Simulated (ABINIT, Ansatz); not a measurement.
Records of electronic-structure calculations.

```xyz
9
Lattice="5.718 0.000 0.000 -2.859 4.952 0.000 0.000 0.000 4.538" Properties=species:S:1:pos:R:3 pbc="T T T" subject="A GW chain in ABINIT: Ba2MgH6 (P-3m1)" method="RPA screening on LDA, plane waves, norm-conserving pseudopotentials (and 2 further levels or steps)" program="ABINIT 10.8.3" settings="cutoff 38 Ha, PseudoDojo scalar-relativistic 0.4.1 standard, norm-conserving, ngkpt (3, 3, 2), nband 226, ecuteps 6.5 Ha, inclvkb 2, shiftk (0, 0, 0), frequency ppm, 3×3×2 k-mesh" cost="5 runs, 6.8 min in all on 4 MPI ranks of Arm Neoverse V2, shared host" notes="The program’s warnings: nkpt*nsppol () is not a multiple of nproc spkpt (). The cell and positions are those that the Materials Project relaxed with its own functionals (PBE, PBE+U or r2SCAN), kept fixed. Limits: no spin-orbit coupling. The 3×3×2 mesh is coarse for this cell, which bears on the long-range parts of exchange and screening." lda_gap="2.60 eV, indirect" g0w0_gap_on_the_mesh="4.28 eV" gw_settings="3×3×2 mesh, 226 bands, screening to 176.9 eV, Godby-Needs plasmon pole" known_limits="short of the basis limit; no spin-orbit coupling; coarse k mesh"
Ba    2.859    1.651    1.212
Ba    0.000    3.301    3.326
Mg    0.000    0.000    0.000
H     2.859    3.265    3.519
H     4.257    0.844    3.519
H     1.461    0.844    3.519
H     0.000    1.687    1.020
H    -1.398    4.108    1.020
H     1.398    4.108    1.020
```

[Long decimals in the printed logs are rounded to 6 places.]

[Logs are printed without paths, hosts, clocks, repeated set-up lines and the standing remarks that a program may print on its own settings, such as how far it seeks lower states.]

[Paths, hosts, dates, memory and timing lines, banners, echoed tables and standing remarks are left out of the program output; an Ansatz launch command may be rebuilt from the run's recorded settings. Measured values are a selection of at most five: reports struck by readers or far from the other reports are left out. None is set beside runs whose start may be inverted or whose files or cutoffs have a known fault.]

[Runs of the session that timed out or met a known fault of the program may be left out.]

[Hosts, paths, dates, database ids (printed as entryN), source tags and the programs' standing remarks are cut or masked in the printed files.]

[G0W0 gaps are taken among the corrected bands and points alone; a level outside them can change the order at an edge.]

[Where Ansatz stands beside ABINIT at settings called matched, ABINIT's density can come from a denser mesh and the files from another edition; pairs whose starting gaps differed by over 0.03 eV were left out, so agreement reads better than it is.]
